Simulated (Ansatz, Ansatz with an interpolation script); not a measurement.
## From a coarse GW mesh to bands everywhere: SnO2 (Cassiterite)

G0W0 gives levels on a mesh alone; what do the bands of SnO2 (Cassiterite) look like between the points?

Main program and level: Ansatz 0.2.0; LDA, Wannier functions and G0W0, plane waves, PAW.

**What was measured.**

- Gap 3.6 eV: experimental gap quoted from earlier work; bulk crystal (quoted in “Study on the Photocatalytic Properties of Flower-Shaped SnO2”, 2022, pmc:9565917).

Report form: the programs' logs are mostly left out.

## (1) Starting point

The structure is tetragonal, space group P4_2/mnm (No. 136). Conventional cell: a = 4.738 Å, b = 4.738 Å, c = 3.187 Å, α = 90.00°, β = 90.00°, γ = 90.00°. Sn has 6 O at 2.05 to 2.06 Å nearest. Nearest to O lie 3 Sn at 2.05 to 2.06 Å. Farther neighbours and most contacts between anions are not listed.

The cell and positions come from the Crystallography Open Database and are kept as given unless a step says otherwise.

## (2) LDA bands

Levels along a band path, at the cheap level, show where the edges lie and whether the meshes to come will hold them.

This step: DFT, LDA, plane waves, PAW; PAW set soft_1.

File input.yaml:

```yaml
crystal:
  lattice:
    - [4.738, 0.0, 0.0]
    - [0.0, 4.738, 0.0]
    - [0.0, 0.0, 3.1865]
  atoms:
    - { symbol: Sn, position: [0.0, 0.0, 0.0] }
    - { symbol: Sn, position: [0.5, 0.5, 0.5] }
    - { symbol: O, position: [0.3071, 0.3071, 0.0] }
    - { symbol: O, position: [0.1929, 0.8071, 0.5] }
    - { symbol: O, position: [0.6929, 0.6929, 0.0] }
    - { symbol: O, position: [0.8071, 0.1929, 0.5] }
kpoints:
  mp_grid: { grid: [4, 4, 6] }
  band_path:
    path:
      - [[0.0, 0.0, 0.0], [0.0, 0.5, 0.0], [0.5, 0.5, 0.0], [0.0, 0.0, 0.0], [0.0, 0.0, 0.5], [0.0, 0.5, 0.5], [0.5, 0.5, 0.5], [0.0, 0.0, 0.5]]
      - [[0.0, 0.5, 0.0], [0.0, 0.5, 0.5]]
      - [[0.5, 0.5, 0.0], [0.5, 0.5, 0.5]]
    npoints: 10
hamiltonian:
  xc: lda
  pseudopotentials: { kind: paw, azcp: { folder: soft_1 }, xc_functional: pbe }
scf:
  occupations: { method: fermi_dirac, width: 0.02 }
  n_extra_bands: 38
output:
  eigenvalues: true
  fatbands: true
  write_density: true
  write_potential: true
  elf: true
  volumetric_format: npy
```

On the command line:

```console
ansatz run input.yaml --threads 3 --pin off --max-ram 92160MiB --backend cuda --events-out ev --progress --plain --runs-dir out --devices 1 --max-vram 13GiB
```

Wall time 15 s (1 × NVIDIA H100 80GB HBM3 (shared by 6 runs) with 3 threads of AMD EPYC 7R13 (Zen 3), shared host); peak memory 0.92 GiB.

This step gave:

* filled bands: 26
* gap: 1.140 eV
* valence top at: Γ
* conduction bottom at: Γ
* least direct gap: 1.140 eV

The gap is direct, at Γ.

The electronic bands at the labelled points (eV, zero at the top of the highest nominally filled band):

```tsv
point	band 23	band 24	band 25	band 26	band 27	band 28	band 29	band 30
Γ	-1.25	-0.80	-0.80	0.00	1.14	5.91	6.12	6.12
halfway	-1.24	-1.22	-0.76	-0.30	2.44	5.50	6.37	6.54
X	-1.21	-1.21	-0.65	-0.65	4.29	4.29	6.84	6.84
halfway	-1.27	-1.27	-0.79	-0.79	4.47	4.47	7.08	7.08
M	-1.33	-1.33	-0.91	-0.91	4.66	4.66	7.31	7.31
halfway	-1.29	-1.21	-0.85	-0.49	3.20	5.23	6.71	6.85
Γ	-1.25	-0.80	-0.80	0.00	1.14	5.91	6.12	6.12
halfway	-2.56	-0.86	-0.86	-0.51	3.71	6.71	8.20	8.20
Z	-1.70	-1.70	-1.28	-1.28	6.02	6.02	9.52	9.52
halfway	-1.46	-1.46	-1.15	-1.15	6.13	6.13	8.60	8.60
R	-1.12	-1.12	-0.72	-0.72	6.29	6.29	7.85	7.85
halfway	-1.05	-1.05	-1.00	-1.00	5.32	5.32	8.47	8.47
A	-0.99	-0.99	-0.84	-0.84	4.72	4.72	8.60	8.60
halfway	-1.30	-1.28	-1.06	-1.02	5.50	6.02	7.81	9.65
Z	-1.70	-1.70	-1.28	-1.28	6.02	6.02	9.52	9.52
jump to X	-1.21	-1.21	-0.65	-0.65	4.29	4.29	6.84	6.84
halfway	-1.31	-1.31	-0.85	-0.85	5.41	5.41	8.52	8.52
R	-1.12	-1.12	-0.72	-0.72	6.29	6.29	7.85	7.85
jump to M	-1.33	-1.33	-0.91	-0.91	4.66	4.66	7.31	7.31
halfway	-0.89	-0.89	-0.88	-0.88	4.98	4.98	8.58	8.58
A	-0.99	-0.99	-0.84	-0.84	4.72	4.72	8.60	8.60
```

ELF in the ab plane at fractional z = 0.000, with atoms of Sn and O within 0.2 Å of it. It is the smooth field of the valence electrons, not physical close to the nuclei.

Ten even steps from '_' (0.00) to '@' (0.82), each cell a mean:
```
____::..______..::----::..__
....::..______==##%%##==::..
::::....____::##@@@@@@%%==::
....________--%%@@****@@##--
____________::##@@****@@%%--
______........==%%@@@@@@##::
__..--****==....==##%%##==..
__==%%@@@@%%++....::--::____
..++@@@@##%%%%==..__________
..++@@%%==##@@**..__________
::--##@@%%@@@@**..____......
..::==##@@@@%%--______..::::
__..::--++++==..____..::..__
____..::....________..::..__
```
Columns run along a (4.7 Å), rows up along b (4.7 Å). Atoms in or near the plane, at fractional coordinates: Sn at (0.00, 0.00), O at (0.31, 0.31), O at (0.69, 0.69).

Electrostatic potential energy in the ab plane at fractional z = 0.000, with atoms of Sn and O within 0.2 Å of it. With pseudopotentials it is smooth inside the atoms' cores, unlike the true potential.

Values in eV, 14 rows by 14 columns, each cell a mean:
```
 13  -3 -17   2  11  14  16  16  16  14   9  -7 -15   7
-12 -17  -9   7  12  14  16  16  14  10   7   1 -14 -15
-10  -5   5  11  13  14  15  14   2 -14 -16  -3   1  -7
  8   9  11  13  14  14  14  10 -16 -29 -29 -16   7   9
 13  13  14  14  14  13  13   9 -17 -29 -29 -14  10  14
 15  15  15  15  14  12  11  10  -2 -17 -16   2  14  16
 16  16  16  14  13  11  11  10  10   9  10  14  16  16
 16  16  14   4  -7  -2   9  11  11  13  14  15  16  16
 14  14   6 -19 -28 -24  -2  11  12  13  14  14  14  14
 11  11   0 -26 -29 -28  -7  13  14  14  14  13  12  11
  0   4   3 -19 -26 -19   4  14  15  14  13  11   7   2
-17 -15  -3   3   0   6  14  16  15  14  11   5  -9 -17
  4 -10 -15   4  11  14  16  16  15  13   9  -5 -17  -3
 16   4 -17   0  11  14  16  16  15  13   8 -10 -12  13
```
Columns run along a (4.7 Å; values clipped at the 3rd and 97th percentile), rows up along b (4.7 Å). Atoms in or near the plane, at fractional coordinates: Sn at (0.00, 0.00), O at (0.31, 0.31), O at (0.69, 0.69).

## (3) Wannier functions (O:2p Sn:5s Sn:5p) on 8×8×12

Localised functions give a small Hamiltonian that interpolates between mesh points at no cost.

This step: maximally localised Wannier functions, LDA, plane waves, PAW; PAW set soft_1.

input.yaml, the sections that differ from step 2:

```yaml
kpoints:
  mp_grid: { grid: [4, 4, 6] }
scf:
  occupations: { method: fixed }
  n_extra_bands: 38
output:
  wannier:
    kmesh: [8, 8, 12]
    projections:
      - { species: O, l: p, shell: 2 }
      - { species: Sn, l: s, shell: 5 }
      - { species: Sn, l: p, shell: 5 }
    minimise: true
    write_hr: true
    seedname: w
    conv_tol: 1.0e-06
    max_iter: 20000
    stability_check: false
    disentanglement:
      window: [0.77, 24.67]
      frozen_window: [0.77, 14.34]
      conv_tol: 1.0e-08
# crystal, hamiltonian: as in step 2
```

Elapsed: 33 s, on 1 × NVIDIA H100 80GB HBM3 (shared by 6 runs) with 3 threads; peak memory 1.3 GiB.

Numbers from this step:

```
gauge-invariant spread     : 22.59 Å²
diagonal spread            : 8.47e-4 Å²
off-diagonal spread        : 5.758 Å²
total spread               : 28.35 Å²
least projectability       : 0.3205
localisation steps         : 53
disentanglement steps      : 262
r.m.s. interpolation error : 4.84e-4 eV
r.m.s. error near the gap  : 6.97e-4 eV
```

Near the gap the model misses directly solved bands by 0.7 meV r.m.s. and by 8 meV at most in the window tested. This tests the starting bands, not the corrections carried with them.

Wannier functions, by row:

```tsv
function	x (Å)	y (Å)	z (Å)	spread (Å²)	nearest atom	distance (Å)
1	1.459	1.459	0	0.7	O3	0.006
2	1.446	1.462	0	0.761	O3	0.012
3	1.462	1.446	0	0.761	O3	0.012
4	0.91	3.828	1.593	0.7	O4	0.006
5	0.923	3.831	1.593	0.761	O4	0.012
6	0.907	3.815	1.593	0.761	O4	0.012
7	3.279	3.279	0	0.7	O5	0.006
8	3.292	3.276	0	0.761	O5	0.012
9	3.276	3.292	0	0.761	O5	0.012
10	3.828	0.91	1.593	0.7	O6	0.006
11	3.815	0.907	1.593	0.761	O6	0.012
12	3.831	0.923	1.593	0.761	O6	0.012
13	0	0	0	1.737	Sn1	0
14	2.369	2.369	1.593	1.737	Sn2	0
15	0	0	0	2.847	Sn1	0
16	0	0	0	2.574	Sn1	0
17	0	0	0	2.574	Sn1	0
18	2.369	2.369	1.593	2.847	Sn2	0
19	2.369	2.369	1.593	2.574	Sn2	0
20	2.369	2.369	1.593	2.574	Sn2	0
```

Frozen up to 5.14 eV; above it the model need not follow the bands. The electronic bands at the labelled points (eV, zero at the valence-band top):

```tsv
point	band 23	band 24	band 25	band 26	band 27	band 28	band 29	band 30
Γ	-1.25	-0.80	-0.80	0.00	1.14	6.12	6.12	6.43
halfway	-1.24	-1.22	-0.76	-0.30	2.44	5.60	6.45	6.66
X	-1.21	-1.21	-0.65	-0.65	4.29	4.29	6.95	6.95
halfway	-1.27	-1.27	-0.79	-0.79	4.47	4.47	7.14	7.14
M	-1.33	-1.33	-0.91	-0.91	4.66	4.66	7.33	7.33
halfway	-1.29	-1.21	-0.85	-0.49	3.20	5.28	6.78	6.85
Γ	-1.25	-0.80	-0.80	0.00	1.14	6.12	6.12	6.43
halfway	-2.56	-0.86	-0.86	-0.51	3.71	6.72	8.20	8.20
Z	-1.70	-1.70	-1.28	-1.28	6.17	6.17	10.32	10.32
halfway	-1.46	-1.46	-1.15	-1.15	6.28	6.28	8.80	8.80
R	-1.12	-1.12	-0.72	-0.72	6.49	6.49	7.85	7.85
halfway	-1.05	-1.05	-1.00	-1.00	5.37	5.37	8.60	8.60
A	-0.99	-0.99	-0.84	-0.84	4.72	4.72	8.60	8.60
halfway	-1.30	-1.28	-1.06	-1.02	5.61	6.14	7.90	10.00
Z	-1.70	-1.70	-1.28	-1.28	6.17	6.17	10.32	10.32
jump to X	-1.21	-1.21	-0.65	-0.65	4.29	4.29	6.95	6.95
halfway	-1.31	-1.31	-0.85	-0.85	5.42	5.42	8.63	8.63
R	-1.12	-1.12	-0.72	-0.72	6.49	6.49	7.85	7.85
jump to M	-1.33	-1.33	-0.91	-0.91	4.66	4.66	7.33	7.33
halfway	-0.89	-0.89	-0.88	-0.88	4.98	4.98	8.64	8.64
A	-0.99	-0.99	-0.84	-0.84	4.72	4.72	8.60	8.60
```

The same for Kohn-Sham, solved directly:

```tsv
point	band 23	band 24	band 25	band 26	band 27	band 28	band 29	band 30
Γ	-1.25	-0.80	-0.80	0.00	1.14	5.91	6.12	6.12
X	-1.21	-1.21	-0.65	-0.65	4.29	4.29	6.84	6.84
M	-1.33	-1.33	-0.91	-0.91	4.66	4.66	7.31	7.31
Γ	-1.25	-0.80	-0.80	0.00	1.14	5.91	6.12	6.12
Z	-1.70	-1.70	-1.28	-1.28	6.02	6.02	9.52	9.52
R	-1.12	-1.12	-0.72	-0.72	6.29	6.29	7.85	7.85
A	-0.99	-0.99	-0.84	-0.84	4.72	4.72	8.60	8.60
Z	-1.70	-1.70	-1.28	-1.28	6.02	6.02	9.52	9.52
X	-1.21	-1.21	-0.65	-0.65	4.29	4.29	6.84	6.84
R	-1.12	-1.12	-0.72	-0.72	6.29	6.29	7.85	7.85
M	-1.33	-1.33	-0.91	-0.91	4.66	4.66	7.31	7.31
A	-0.99	-0.99	-0.84	-0.84	4.72	4.72	8.60	8.60
```

## (4) G0W0 at every point of the mesh: 4×4×6 mesh, 328 empty bands, screening to 160 eV, PAW set soft_1 files

G0W0 replaces the xc potential by the self-energy, built once from these orbitals. Only a window of levels is corrected, while the sums run over the empty bands that the input names.

This step: G0W0 on LDA, plane waves, PAW; PAW set soft_1.

input.yaml, the sections that differ from step 3:

```yaml
scf:
  occupations: { method: fixed }
gw:
  n_empty_bands: 328
  ecut_chi: 160.0
  qp_bands: [v12, c2]
  screening: { model: contour_deformation }
# crystal, kpoints, hamiltonian: as in step 3
# output: removed
```

It took 70 s on 1 × NVIDIA H100 80GB HBM3 (shared by 6 runs) with 3 threads; peak memory 1.4 GiB; 1.9 min of CPU time.

This step gave:

```
bands summed                                 : 354
RPA ε∞ on this mesh (eigenvalues)            : 4.538, 4.538, 4.733
plane waves in the screening matrix          : 315
q-points in the mesh                         : 96
G0W0 gap on the mesh                         : 2.822 eV
k of the valence top                         : 0, 0, 0
k of the conduction bottom                   : 0, 0, 0
starting gap on the mesh                     : 1.139 eV
Z at the valence top                         : 0.7480
Z at the conduction bottom                   : 0.8195
least direct G0W0 gap on the computed points : 2.822 eV
```

The gap on the mesh goes from 1.14 eV to 2.82 eV, a correction of +1.68 eV. Between the two edge states, bare exchange in place of the xc potential would open the gap by 10.29 eV, and correlation takes back 8.61 eV.

## (5) Interpolating the corrections

A script adds the corrections, carried to the Wannier functions and back, to the LDA levels, along the path and on a 13×13×18 mesh.

| Property | Result |
| --- | --- |
| G0W0 gap over the zone | 2.822 eV |
| valence top at | Γ |
| conduction bottom at | Γ |
| starting gap over the zone | 1.14 eV |
| least direct G0W0 gap | 2.822 eV |
| G0W0 gap on the mesh | 2.822 eV |
| valence width, start | 8.275 eV |
| valence width, G0W0 | 8.234 eV |
| gap by a rigid shift | 2.823 eV |

Levels solved directly plus the interpolated quasiparticle correction. Limits: finite bands, cutoff and mesh; no spin-orbit coupling. The quasiparticle bands at the labelled points (eV, zero at the valence-band top of each set):

```tsv
point	band 23	band 24	band 25	band 26	band 27
Γ	-1.13	-0.73	-0.73	0.00	2.82
halfway	-1.11	-1.08	-0.70	-0.31	4.18
X	-1.07	-1.07	-0.64	-0.64	6.24
halfway	-1.15	-1.15	-0.83	-0.83	6.47
M	-1.23	-1.23	-1.00	-1.00	6.70
halfway	-1.18	-1.07	-0.84	-0.53	5.04
Γ	-1.13	-0.73	-0.73	0.00	2.82
halfway	-2.46	-0.84	-0.84	-0.57	5.67
Z	-1.86	-1.86	-1.38	-1.38	8.24
halfway	-1.56	-1.56	-1.18	-1.18	8.36
R	-1.20	-1.20	-0.59	-0.59	8.56
halfway	-1.07	-1.07	-1.02	-1.02	7.45
A	-1.02	-1.02	-0.92	-0.92	6.79
halfway	-1.38	-1.38	-1.15	-0.84	7.66
Z	-1.86	-1.86	-1.38	-1.38	8.24
jump to X	-1.07	-1.07	-0.64	-0.64	6.24
halfway	-1.25	-1.25	-0.85	-0.85	7.54
R	-1.20	-1.20	-0.59	-0.59	8.56
jump to M	-1.23	-1.23	-1.00	-1.00	6.70
halfway	-0.96	-0.96	-0.82	-0.82	7.09
A	-1.02	-1.02	-0.92	-0.92	6.79
```

The same for LDA:

```tsv
point	band 23	band 24	band 25	band 26	band 27
Γ	-1.25	-0.80	-0.80	0.00	1.14
X	-1.21	-1.21	-0.65	-0.65	4.29
M	-1.33	-1.33	-0.91	-0.91	4.66
Γ	-1.25	-0.80	-0.80	0.00	1.14
Z	-1.70	-1.70	-1.28	-1.28	6.02
R	-1.12	-1.12	-0.72	-0.72	6.29
A	-0.99	-0.99	-0.84	-0.84	4.72
Z	-1.70	-1.70	-1.28	-1.28	6.02
X	-1.21	-1.21	-0.65	-0.65	4.29
R	-1.12	-1.12	-0.72	-0.72	6.29
M	-1.33	-1.33	-0.91	-0.91	4.66
A	-0.99	-0.99	-0.84	-0.84	4.72
```

Minima of the lowest conduction band, from levels solved directly at the displaced points, plus the interpolated correction; masses are left empty at degenerate points, on flat bands and where the interpolated correction rules the curvature; G0W0 masses are rough. Conduction valleys, by row:

```tsv
point	k (reciprocal lattice)	valleys in the zone	G0W0 level above the valence top (eV)	LDA level above the valence top (eV)	G0W0 principal masses (m_e)	LDA principal masses (m_e)
Γ	0.000 0.000 0.000	1	2.822	1.14	0.191 0.235 0.235	0.181 0.205 0.205
```

Second differences of levels solved directly at the displaced points, plus the interpolated correction, at the quasiparticle band edges; no spin-orbit coupling; left empty where the band is flat or the interpolated correction rules the curvature. Effective masses, by row:

```tsv
carrier	point	Cartesian direction	band	LDA mass (m_e)	G0W0 mass (m_e)
hole	Γ	100	26	1.244	1.16
hole	Γ	010	26	1.244	1.16
hole	Γ	001	26	1.701	1.518
hole	Γ	110	26	1.244	1.159
hole	Γ	111	26	1.366	1.259
electron	Γ	100	27	0.204	0.234
electron	Γ	010	27	0.204	0.234
electron	Γ	001	27	0.18	0.19
electron	Γ	110	27	0.204	0.234
electron	Γ	111	27	0.196	0.218
```

The density of states has structure finer than the step of the table below, so its rows give means over 0.5 eV, whole bins alone (the curve runs from -9 to 6.8 eV). Peaks (eV: height): G0W0 -7.50: 2.08, -4.00: 4.16, -1.10: 9.21; LDA -7.60: 2.05, -4.00: 4.16, -0.90: 9.29, 5.00: 2.11.

Wannier model on a dense mesh, Gaussian width 0.15 eV. Limits: finite bands, cutoff and mesh; no spin-orbit coupling. The density of states by energy, zero at the valence-band top of each set; means over each step; values in states/eV/cell:

```tsv
energy (eV)	G0W0	LDA
-8.5	0.0391	0.0689
-8.0	0.912	1.16
-7.5	1.89	1.87
-7.0	1.75	1.66
-6.5	1.25	1.17
-6.0	0.947	0.916
-5.5	1.45	1.42
-5.0	2.35	2.27
-4.5	2.84	2.86
-4.0	3.82	3.80
-3.5	3.17	3.10
-3.0	3.01	3.08
-2.5	2.83	2.94
-2.0	3.84	3.80
-1.5	5.70	6.09
-1.0	8.81	8.45
-0.5	3.19	3.09
0.0	0.216	0.240
0.5	2.6e-4	2.9e-4
1.0	0	0.00334
1.5	0	0.0349
2.0	0	0.0794
2.5	5.5e-4	0.135
3.0	0.0228	0.214
3.5	0.0589	0.328
4.0	0.0988	0.497
4.5	0.145	0.932
5.0	0.206	1.84
5.5	0.317	1.52
6.0	0.451	1.29
6.5	0.771	1.47
```

Corrections by starting level (eV, on the run's own energy scale, so only their differences matter):

```tsv
start	correction
-8.27	−0.72
-7.27	−0.66
-5.49	−0.74
-4.58	−0.75
-4.01	−0.76
-3.44	−0.72
-2.95	−0.70
-2.47	−0.96
-1.79	−0.68
-1.41	−0.79
-1.15	−0.79
-0.94	−0.80
-0.77	−0.70
-0.30	−0.77
2.64	+1.04
5.31	+1.38
6.73	+1.56
```

## (6) LDA+SOC bands, for comparison

The many-body steps leave out spin-orbit coupling, so its effect is taken from a two-component run, with twice the bands.

This step: DFT, LDA with spin-orbit coupling, plane waves, PAW; PAW set soft_1.

File input.yaml:

```yaml
crystal:
  lattice:
    - [4.738, 0.0, 0.0]
    - [0.0, 4.738, 0.0]
    - [0.0, 0.0, 3.1865]
  atoms:
    - { symbol: Sn, position: [0.0, 0.0, 0.0] }
    - { symbol: Sn, position: [0.5, 0.5, 0.5] }
    - { symbol: O, position: [0.3071, 0.3071, 0.0] }
    - { symbol: O, position: [0.1929, 0.8071, 0.5] }
    - { symbol: O, position: [0.6929, 0.6929, 0.0] }
    - { symbol: O, position: [0.8071, 0.1929, 0.5] }
kpoints:
  mp_grid: { grid: [4, 4, 6] }
  band_path:
    path:
      - [[0.0, 0.0, 0.0], [0.0, 0.5, 0.0], [0.5, 0.5, 0.0], [0.0, 0.0, 0.0], [0.0, 0.0, 0.5], [0.0, 0.5, 0.5], [0.5, 0.5, 0.5], [0.0, 0.0, 0.5]]
      - [[0.0, 0.5, 0.0], [0.0, 0.5, 0.5]]
      - [[0.5, 0.5, 0.0], [0.5, 0.5, 0.5]]
    npoints: 10
hamiltonian:
  xc: lda
  pseudopotentials: { kind: paw_fr, azcp: { folder: soft_1 }, xc_functional: pbe }
scf:
  occupations: { method: fermi_dirac, width: 0.02 }
  n_extra_bands: 12
magnetization:
  noncollinear: true
  spin_orbit: true
output:
  eigenvalues: true
```

Elapsed: 15 s, on 1 × NVIDIA H100 80GB HBM3 (shared by 6 runs) with 3 threads; peak memory 1.1 GiB.

This step gave:

- filled bands: 52
- gap: 1.147 eV
- valence top at: Γ
- conduction bottom at: Γ
- least direct gap: 1.147 eV

The gap stands +0.01 eV against LDA.

Electronic bands along the path, in eV, zero at the top of the highest nominally filled band:

```tsv
point	band 49	band 50	band 51	band 52	band 53	band 54	band 55	band 56
Γ	-0.78	-0.78	0.00	0.00	1.15	1.15	5.92	5.92
halfway	-0.76	-0.76	-0.30	-0.30	2.44	2.44	5.49	5.49
X	-0.65	-0.65	-0.65	-0.65	4.29	4.29	4.29	4.29
halfway	-0.79	-0.79	-0.79	-0.79	4.47	4.47	4.47	4.47
M	-0.91	-0.91	-0.91	-0.91	4.67	4.67	4.67	4.67
halfway	-0.85	-0.85	-0.49	-0.49	3.21	3.21	5.23	5.23
Γ	-0.78	-0.78	0.00	0.00	1.15	1.15	5.92	5.92
halfway	-0.85	-0.85	-0.51	-0.51	3.71	3.71	6.72	6.72
Z	-1.28	-1.28	-1.28	-1.28	6.02	6.02	6.02	6.02
halfway	-1.15	-1.15	-1.14	-1.14	6.12	6.12	6.14	6.14
R	-0.72	-0.72	-0.71	-0.71	6.29	6.29	6.31	6.31
halfway	-1.00	-1.00	-0.99	-0.99	5.30	5.30	5.35	5.35
A	-0.84	-0.84	-0.84	-0.84	4.72	4.72	4.72	4.72
halfway	-1.06	-1.06	-1.01	-1.01	5.50	5.50	6.02	6.02
Z	-1.28	-1.28	-1.28	-1.28	6.02	6.02	6.02	6.02
jump to X	-0.65	-0.65	-0.65	-0.65	4.29	4.29	4.29	4.29
halfway	-0.85	-0.85	-0.84	-0.84	5.41	5.41	5.42	5.42
R	-0.72	-0.72	-0.71	-0.71	6.29	6.29	6.31	6.31
jump to M	-0.91	-0.91	-0.91	-0.91	4.67	4.67	4.67	4.67
halfway	-0.88	-0.88	-0.88	-0.88	4.98	4.98	4.98	4.98
A	-0.84	-0.84	-0.84	-0.84	4.72	4.72	4.72	4.72
```

## (7) Outcome

- LDA gap: 1.14 eV
- G0W0 gap over the zone: 2.82 eV, direct
- least direct G0W0 gap, in the model: 2.82 eV
- with the spin-orbit change: 2.83 eV
- GW settings: 4×4×6 mesh, 328 empty bands, screening to 160 eV, PAW set soft_1 files
- known limits: not at the basis limit; no spin-orbit coupling

The Wannier model follows the LDA bands to under 1 meV r.m.s. near the gap. The G0W0 gap over the zone is 2.82 eV, direct, from Γ to Γ; on the mesh alone it is 2.82 eV, nearly the same. The valence width in the model goes from 8.27 eV to 8.23 eV. At the band edge the lightest electron mass is 0.18 m_e at the start and 0.19 m_e in G0W0; the G0W0 masses rest on corrections from the 4×4×6 mesh alone and are rough. LDA+SOC gives a gap of 1.15 eV on the same path, a spin-orbit change of +0.01 eV that would bring the G0W0 gap to 2.83 eV. Against experiment, by G0W0@LDA with the spin-orbit change: the gap of 2.83 eV lies −0.77 eV from the measured 3.6 eV (kind not stated, quoted 2022). The calculation has static nuclei and no excitons; a measured gap holds zero-point and thermal motion, which mostly lowers it. Against the values above the computed gap that would widen the miss. An edge that is forbidden or weak in absorption could explain it, and so could too strong a screening: the start's gap is only 1.14 eV, and one shot does not repair that. Bands and cutoff are finite, so the gap is not at the basis limit. The miss can reach some tenths of an eV and take either sign; the mesh is an error of its own. Above the frozen window of the model the interpolated levels need not meet the computed ones, even at points of the mesh.

[Paths, hosts, dates, memory and timing lines, banners, echoed tables and standing remarks are left out of the program output.]

[Logs are printed without paths, hosts, clocks, repeated set-up lines and the standing remarks that a program may print on its own settings, such as how far it seeks lower states.]

[Runs of the session that timed out or met a known fault of the program may be left out.]

[Hosts, paths, dates, database ids (printed as entryN), source tags and the programs' standing remarks are cut or masked in the printed files.]
